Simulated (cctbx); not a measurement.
# Reading a Patterson map

Space group Im-3m (no. 229), a = 8.8500 Å, b = 8.8500 Å, c = 8.8500 Å, α = 90.00°, β = 90.00°, γ = 90.00°, content Nd12 Ni24 Cr8.

Simulated single-crystal data (cctbx): Mo Kα, λ = 0.71073 Å, to d = 0.6 Å, 80 % of the full sphere, strongest reflection 40000 counts, noise from counting, a 3 % proportional error and a noise floor of 15 counts (s.d.); no absorption, some extinction.

Patterson synthesis from sharpened amplitudes, origin scaled to 1000:

```text
Patterson group I m -3 m
      u       v       w   height  length (A)
  0.000   0.000   0.000   1000.0     0.00
  0.000   0.293   0.293    283.9     3.67
  0.000   0.353   0.353    162.2     4.42
  0.000   0.000   0.417    150.3     3.69
  0.175   0.175   0.175    116.2     2.68
  0.000   0.045   0.339     88.4     3.03
  0.049   0.246   0.246     63.5     3.11
  0.000   0.000   0.500     48.6     4.42
  0.000   0.045   0.086     29.2     0.86
  0.000   0.000   0.096     28.1     0.85
  0.054   0.054   0.054     22.4     0.83
  0.074   0.074   0.277     20.6     2.62
  0.085   0.250   0.415     19.5     4.36
  0.000   0.237   0.373     14.6     3.91
```

**Question.** Which atom pairs make the peaks, and where is the heaviest atom?

A peak at u stands for all pairs with xi − xj = u, with weight Σ ZiZj against Σ Z² = 66624 at the origin. Peak heights follow these weights only roughly, since form factors, motion and series ripples differ, all vectors within 0.55 Å of a peak are counted as merged into it though the farther ones add only part of their weight, and F(000) is left out, which lowers the whole map:

| u | v | w | shortest length (Å) | height | 1000 ΣZiZj/ΣZ² | pairs in the cell |
| --- | --- | --- | --- | --- | --- | --- |
| 0.000 | 0.293 | 0.293 | 3.67 | 284 | 240 | 4 × Nd–Nd, 2 × Ni–Ni |
| 0.000 | 0.353 | 0.353 | 4.42 | 162 | 319 | 8 × Nd–Ni, 10 × Ni–Ni |
| 0.000 | 0.000 | 0.417 | 3.69 | 150 | 108 | 2 × Nd–Nd |
| 0.175 | 0.175 | 0.175 | 2.68 | 116 | 444 | 12 × Nd–Ni, 12 × Ni–Ni |
| 0.000 | 0.045 | 0.339 | 3.03 | 88 | 195 | 4 × Nd–Ni, 8 × Ni–Ni |
| 0.049 | 0.246 | 0.246 | 3.11 | 64 | 86 | 4 × Nd–Cr |
| 0.000 | 0.000 | 0.500 | 4.42 | 49 | 69 | 8 × Cr–Cr |

The table stops at ten peaks or at a height of 45, below which ripples compete. In the model behind the data Nd, the heaviest element, has 1 independent site: (0.7089, 0, 0), up to an allowed shift of origin; the Nd–Nd vectors are differences of these positions and their symmetry mates. The whole model:

| atom | mult. | x | y | z | Ueq (Å²) |
| --- | --- | --- | --- | --- | --- |
| Nd1 | 12 | 0.7089 | 0 | 0 | 0.0166 |
| Ni1 | 24 | 1/2 | 0.1602 | 0.1602 | 0.0282 |
| Cr1 | 8 | 1/4 | 1/4 | 1/4 | 0.0263 |

The model is made up (kin elements in a known structure type, no relaxation), so it says nothing on whether the phase exists.

[Logs are printed without paths, hosts, clocks, repeated set-up lines and the standing remarks that a program may print on its own settings, such as how far it seeks lower states.]
